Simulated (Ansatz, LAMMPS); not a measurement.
**Structural relaxation of Li+ triflate in gamma-butyrolactone and sulfolane and fluoroethylene carbonate, from a frame at 330 K (233 atoms)**

How does Li+ triflate in gamma-butyrolactone and sulfolane and fluoroethylene carbonate, from a frame at 330 K (233 atoms) relax, and what do bonds, charges and levels look like afterwards?

Main program and level: Ansatz 0.2.0; Kohn-Sham DFT, revPBE+D4, PAW (set soft_2), plane waves.

Report form: the programs' logs are mostly left out.

### 1. Starting point

The cell holds 233 atoms: 45 O, 9 S, 65 C, 101 H, 11 F and 2 Li. Cell: a = 13.799 Å, b = 13.799 Å, c = 13.799 Å, α = 90.0°, β = 90.0°, γ = 90.0°. 5 gamma-butyrolactone, 7 sulfolane, 5 fluoroethylene carbonate, 2 Li+, 2 triflate placed at random, at 1.34 g/cm³; overlaps pushed apart, then 10 ps at 550 K with Joung-Cheatham ions (J. Phys. Chem. B 112, 9020 (2008)); MMFF94 bonds, angles, torsions, charges and radii (Halgren, J. Comput. Chem. 17, 490 (1996)) in harmonic and 12-6 forms; charges of ions scaled by 0.8. Snapshot after 30 ps at 330 K and fixed volume.

Limits known from the start: The network of contacts between molecules at the start is that of the classical potential that made the cell. The density was typed from a rule of thumb and may lie off the real one at this temperature. Only the Γ point is sampled, in a cell whose shortest periodic width is 14 Å.

### 2. How the cell was made

A classical potential supplies the starting structure, since it reaches far longer times than DFT.

This step: classical MD, Joung-Cheatham ions (J. Phys. Chem. B 112, 9020 (2008)); MMFF94 bonds, angles, torsions, charges and radii (Halgren, J. Comput. Chem. 17, 490 (1996)) in harmonic and 12-6 forms; charges of ions scaled by 0.8 (LAMMPS 22 Jul 2025 - Update 4).

File in.lmp:

```
# Li+ triflate in gamma-butyrolactone and sulfolane and fluoroethylene carbonate
units real
atom_style full
boundary p p p
bond_style harmonic
angle_style harmonic
dihedral_style opls
improper_style harmonic
special_bonds lj 0 0 0.5 coul 0 0 0.75
read_data data.lmp
neigh_modify delay 0 every 1 check yes one 4000
comm_modify cutoff 12.0
timestep 0.5
thermo_style custom step time temp pe press density
thermo_modify norm yes
# push overlapping molecules apart
pair_style soft 2.6
pair_coeff * * 0.0
variable a equal ramp(1,60)
fix ad all adapt 1 pair soft a * * v_a
velocity all create 550 48921 mom yes dist gaussian
fix lim all nve/limit 0.03
fix lan all langevin 550 550 50 48922 zero yes
thermo 1000
run 3000 post no
unfix ad
pair_style lj/cut/coul/long 9.0
pair_modify mix arithmetic tail yes
pair_coeff 1 1 0.0763 3.0960   # O
pair_coeff 2 2 0.2681 3.4180   # S
pair_coeff 3 3 0.0678 3.3680   # C
pair_coeff 4 4 0.0216 2.5400   # H
pair_coeff 5 5 0.0763 2.9870   # O
pair_coeff 6 6 0.0678 3.4070   # C
# [... 21 lines left out ...]
compute msd all msd com yes
thermo 7500
fix md all nvt temp 330 330 100
run 30000 post no
print "== T330: mean square displacement over the hold $(c_msd[4]:%.2f) A^2"
unfix md
uncompute msd
write_dump all custom T330.dump id type xs ys zs modify sort id
```

Run with:

```console
$ lmp -in in.lmp -log none -nocite
```

Wall time 25 s (1 thread of AMD EPYC 9R45, shared host); peak memory 0.12 GiB.

The input also reads data.lmp (atoms, bonds and types; not printed here).

### 3. Single point at the start

A single point comes first, to see the forces before anything moves.

File input.yaml:

```yaml
crystal:
  lattice:
    - [13.79879, 0.0, 0.0]
    - [0.0, 13.79879, 0.0]
    - [0.0, 0.0, 13.79879]
  atoms:
    - { symbol: O, position: [0.50609, 0.44211, 0.18968] }
    - { symbol: S, position: [0.41708, 0.49073, 0.17168] }
    - { symbol: O, position: [0.41281, 0.5936, 0.15569] }
    - { symbol: C, position: [0.37126, 0.4437, 0.06705] }
    - { symbol: C, position: [0.26524, 0.41533, 0.101] }
    - { symbol: C, position: [0.26706, 0.38236, 0.20504] }
    - { symbol: C, position: [0.33216, 0.45501, 0.25769] }
    - { symbol: H, position: [0.36867, 0.49082, 0.00595] }
    - { symbol: H, position: [0.41605, 0.38221, 0.03986] }
    - { symbol: H, position: [0.21956, 0.47778, 0.10835] }
    - { symbol: H, position: [0.23135, 0.36307, 0.0568] }
    - { symbol: H, position: [0.19894, 0.37933, 0.24002] }
    - { symbol: H, position: [0.29916, 0.31393, 0.21065] }
    - { symbol: H, position: [0.29347, 0.5221, 0.26954] }
    - { symbol: H, position: [0.36853, 0.42686, 0.31729] }
    - { symbol: O, position: [0.01878, 0.16012, 0.38331] }
    - { symbol: S, position: [0.93873, 0.09658, 0.40661] }
    - { symbol: O, position: [0.94668, 0.9895, 0.40061] }
    - { symbol: C, position: [0.90587, 0.12328, 0.52577] }
    - { symbol: C, position: [0.83924, 0.2066, 0.51408] }
    - { symbol: C, position: [0.76924, 0.18197, 0.43037] }
    - { symbol: C, position: [0.82989, 0.13505, 0.35295] }
    - { symbol: H, position: [0.88018, 0.05492, 0.56021] }
    - { symbol: H, position: [0.9739, 0.13939, 0.56359] }
    - { symbol: H, position: [0.79888, 0.22582, 0.57768] }
    - { symbol: H, position: [0.8861, 0.26273, 0.48719] }
    - { symbol: H, position: [0.71997, 0.12842, 0.46031] }
    - { symbol: H, position: [0.724, 0.24275, 0.41321] }
    - { symbol: H, position: [0.79952, 0.0673, 0.33069] }
    - { symbol: H, position: [0.85758, 0.17957, 0.28935] }
    - { symbol: O, position: [0.64261, 0.31181, 0.58247] }
    - { symbol: S, position: [0.59945, 0.34534, 0.67451] }
    [... 195 atom lines left out ...]
    - { symbol: C, position: [0.16243, 0.68571, 0.22356] }
    - { symbol: F, position: [0.16251, 0.61571, 0.15693] }
    - { symbol: F, position: [0.08613, 0.67325, 0.27698] }
    - { symbol: F, position: [0.24004, 0.67528, 0.28182] }
    - { symbol: Li, position: [0.20153, 0.91284, 0.38471] }
    - { symbol: Li, position: [0.10376, 0.27443, 0.35094] }
kpoints:
  mp_grid: { grid: [1, 1, 1] }
hamiltonian:
  xc: revpbe
  dispersion: d4
scf:
  occupations: { method: fermi_dirac, width: 0.025 }
output:
  forces: true
  stress: true
  populations: true
  dos:
    method: { smearing: { sigma: 0.08 } }
    de: 0.1
    projected: { site_lists: { C: [C], F: [F], H: [H], Li: [Li], O: [O] } }
  eigenvalues: true
```

Run with:

```console
$ ansatz run input.yaml --threads 4 --pin off --max-ram 8192MiB --backend cpu --events-out ev --progress --plain --runs-dir out
```

Elapsed: 25 s, on 4 threads of AMD EPYC 9R45, shared host; peak memory 4.3 GiB.

Read from the output:

* free energy: -61044.7717 eV
* free energy per atom: -261.9947 eV/atom
* SCF cycles: 11
* pressure: 3.834 GPa
* r.m.s. force component: 1.073 eV/Å
* longest force: 4.674 eV/Å
* Fermi energy: 2.007 eV
* gap (highest filled to lowest empty level): 3.988 eV
* spilling of the projection: 0.01561

The r.m.s. force component of 1.1 eV/Å and the pressure of 3.8 GPa set the starting point.

Neighbours are counted within 1.34 Å (H-C), 1.82 Å (C-C), 1.73 Å (C-O), 1.62 Å (C-F), 2.21 Å (C-S), 1.88 Å (O-S), 2.43 Å (O-Li).

Length of the force by element and coordination:

```
element  coordination  atoms  mean length of the force (eV/Å)  spread  least   most
      C           all     65                             2.34    1.02  0.479   4.64
      C             3     10                             2.59    1.22   1.04   4.45
      C             4     55                             2.29   0.971  0.479   4.64
      F           all     11                             1.32   0.748  0.392   3.18
      H           all    101                             1.04   0.606  0.247   3.59
     Li           all      2                            0.464   0.183  0.281  0.647
      O           all     45                             1.61   0.936  0.180   4.67
      O             1     22                             1.44   0.784  0.180   3.50
      O             2     23                             1.78    1.03  0.445   4.67
      S           all      9                             2.14    1.05   0.46   4.21
```

### 4. Relaxation

The atoms are relaxed in the fixed cell, aiming at the force tolerance of the input.

input.yaml, the sections that differ from step 3:

```yaml
output:
  forces: true
relax:
  f_tol: 0.03
  max_steps: 200
# crystal, kpoints, hamiltonian, scf: as in step 3
```

Wall time 21 min (4 threads); peak memory 4.2 GiB.

The steps of the relaxation (22 of 112):

```
step  energy less that of the first step (eV)  largest force component (eV/Å)
   1                                   0.0000                          4.6015
   6                                 -13.2536                          0.2530
  12                                 -13.8086                          0.5328
  17                                 -14.0013                          0.5552
  22                                 -14.0991                          0.2099
  27                                 -14.1390                          0.0718
  33                                 -14.1466                          0.0487
  38                                 -14.1527                          0.0416
  43                                 -14.1657                          0.2049
  49                                 -14.1852                          0.0412
  54                                 -14.1936                          0.1176
  59                                 -14.2023                          0.1432
  64                                 -14.2162                          0.1232
  70                                 -14.2259                          0.1077
  75                                 -14.2357                          0.1725
  80                                 -14.2502                          0.1069
  86                                 -14.2602                          0.0836
  91                                 -14.2728                          0.2190
  96                                 -14.2938                          0.1281
 101                                 -14.3088                          0.1184
 107                                 -14.3197                          0.0281
 112                                 -14.3234                          0.0286
```

The atoms that moved most (Å):

```
atom      dx      dy      dz  length
F221   1.983  -2.755  -0.030   3.395
H128   2.698  -0.113  -1.738   3.211
O171   1.196   2.147  -1.341   2.799
H127   1.312   0.879  -1.975   2.529
 H99  -2.074  -1.252   0.632   2.504
H129   2.263  -0.823  -0.630   2.489
C122   2.025  -0.168  -1.171   2.345
F223  -0.252  -2.254   0.327   2.292
```

The relaxation changed the energy by -61.5 meV/atom, and atoms moved by 1.2 Å r.m.s., 3.4 Å at most.

### 5. Structure statistics after relaxation

Bonds before and after, by the cutoffs listed below:

```
pair  bonds before  bonds after  mean before (Å)  mean after (Å)  spread before (Å)  spread after (Å)
 H-C           101          101            1.091           1.095              0.031             0.002
 C-C            41           41            1.509           1.532              0.038             0.009
 C-O            40           40            1.346           1.356              0.084             0.091
 C-F            11           11            1.359           1.373              0.035             0.021
 C-S            16           16            1.773           1.822              0.053             0.021
 O-S            20           20            1.455           1.467              0.020             0.005
O-Li             8            8            1.928           1.964              0.071             0.024
```

Density 1.34 g/cm³, 11.28 Å³ an atom.

Pair distribution functions g(r), in bins of 0.2 Å:

```
r (Å)  total   H-H    H-C   H-O   H-F   H-S  H-Li
 1.00   3.33  0.00  13.80  0.00  0.00  0.00  0.00
 1.20   0.29  0.00   0.13  0.00  0.00  0.00  0.00
 1.40   1.16  0.00   0.00  0.00  0.00  0.00  0.00
 1.60   0.68  0.00   0.00  0.00  0.00  0.00  0.00
 1.80   0.77  3.10   0.00  0.00  0.00  0.00  0.00
 2.00   0.35  0.00   0.00  1.33  1.15  0.00  0.00
 2.20   1.55  0.08   4.96  0.14  0.00  0.00  0.00
 2.40   1.25  2.47   0.00  0.75  1.08  5.69  0.00
 2.60   0.75  1.05   0.00  1.30  0.97  0.00  0.00
 2.80   0.94  1.38   0.62  2.07  2.01  0.28  0.00
 3.00   0.88  1.41   0.89  1.07  0.63  1.54  0.00
 3.20   0.88  0.76   0.78  1.02  1.18  1.34  1.04
 3.40   1.04  0.62   1.46  0.80  0.74  0.99  0.47
 3.60   0.89  0.67   0.76  0.86  0.65  2.21  1.61
 3.80   0.73  0.82   0.70  0.64  0.39  0.64  0.00
 4.00   0.99  1.17   0.87  1.13  0.83  0.80  0.65
 4.20   0.96  1.13   0.80  1.14  0.80  0.84  0.58
 4.40   0.98  1.06   0.84  1.24  0.98  0.60  1.62
 4.60   0.93  0.78   0.97  0.97  1.06  0.81  1.23
 4.80   0.96  0.83   1.13  0.97  0.98  1.09  0.45
 5.00   1.04  1.00   1.11  0.96  1.35  1.24  1.03
 5.20   1.04  1.17   1.04  1.03  1.15  0.68  1.33
 5.40   1.08  1.04   1.11  0.82  1.03  1.18  0.71
 5.60   1.11  1.13   1.04  1.12  0.84  1.14  1.48
 5.80   1.14  1.01   1.21  1.09  1.09  0.88  0.92
 6.00   1.02  1.00   1.11  0.99  0.97  0.64  1.44
 6.20   0.99  0.84   1.06  0.98  0.85  0.87  1.21
 6.40   1.09  1.04   1.09  1.06  0.87  1.18  1.01
```

Bonds by pair of elements; cutoffs follow the first minimum of g(r), held within bounds set by covalent radii, and pairs that aren't listed don't count as bonded:

```
pair A-B  cutoff (Å)  bonds  mean length (Å)  spread (Å)  shortest (Å)  B about A  A about B
     H-C        1.34    101             1.09       0.002          1.09          1       1.55
     C-C        1.85     41             1.53       0.009          1.51       1.26       1.26
     C-O        1.73     40             1.36       0.091          1.20      0.615      0.889
     C-F        1.62     11             1.37       0.021          1.35      0.169          1
     C-S        2.21     16             1.82       0.021          1.80      0.246       1.78
     O-S        1.88     20             1.47       0.005          1.46      0.444       2.22
    O-Li        2.38      8             1.96       0.024          1.92      0.178          4
```

How many atoms have how many bonded neighbours:

```
element  mean    1   2   3   4
      C  3.85    0   0  10  55
      F     1   11   0   0   0
      H     1  101   0   0   0
     Li     4    0   0   0   2
      O  1.51   22  23   0   0
      S     4    0   0   0   9
```

Bond angles, per cent of each kind in bins of 5°:

```
angle (°)  C-C-H  H-C-H  C-S-O  H-C-S  C-C-O
  100–105    0.0    0.0   17.6    0.0   40.0
  105–110   19.5   70.8   41.2  100.0   24.0
  110–115   71.1   29.2   41.2    0.0   16.0
  115–120    9.4    0.0    0.0    0.0    0.0
  120–125    0.0    0.0    0.0    0.0    0.0
  125–130    0.0    0.0    0.0    0.0   20.0
```

Bond angles (no mean is given where the spread exceeds 20°):

```
angle  count  mean (°)  spread (°)
C-C-H    149       112         2.1
H-C-H     48       109         1.2
C-S-O     34       109           3
H-C-S     28       107         1.1
C-C-O     25       111         9.4
```

Bond length by coordination (bonds to H left out):

```
element  coordination  atoms  mean bond length (Å)
      C             3     10                  1.34
      C             4     55                  1.55
      O             1     22                  1.38
      O             2     23                  1.50
```

Rings of the network by King's shortest-path rule, up to 12 atoms, one path for each pair of neighbours; H, halogens, alkali and alkaline-earth atoms are left out, and the last column divides by all other atoms, bonded or not:

```
ring size (atoms)  rings  per network atom
                5     17             0.143
```

Counting bonds as in the table, 85 % of C atoms have 4, all F atoms have 1, all H atoms have 1 and all Li atoms have 4 bonded neighbours. The C-C-H angle averages 112° with a spread of 2°. All rings counted have 5 atoms.

[end of part 1 of 2]

[Logs are printed without paths, hosts, clocks, repeated set-up lines and the standing remarks that a program may print on its own settings, such as how far it seeks lower states.]

[Hosts, paths, dates, database ids (printed as entryN), source tags and the programs' standing remarks are cut or masked in the printed files.]

[The MMFF94 radii named for the starting cell were scaled by 0.96; in molecules described by MMFF94, hydrogen bound to N, O or S took a small fixed 12-6 site in their place.]
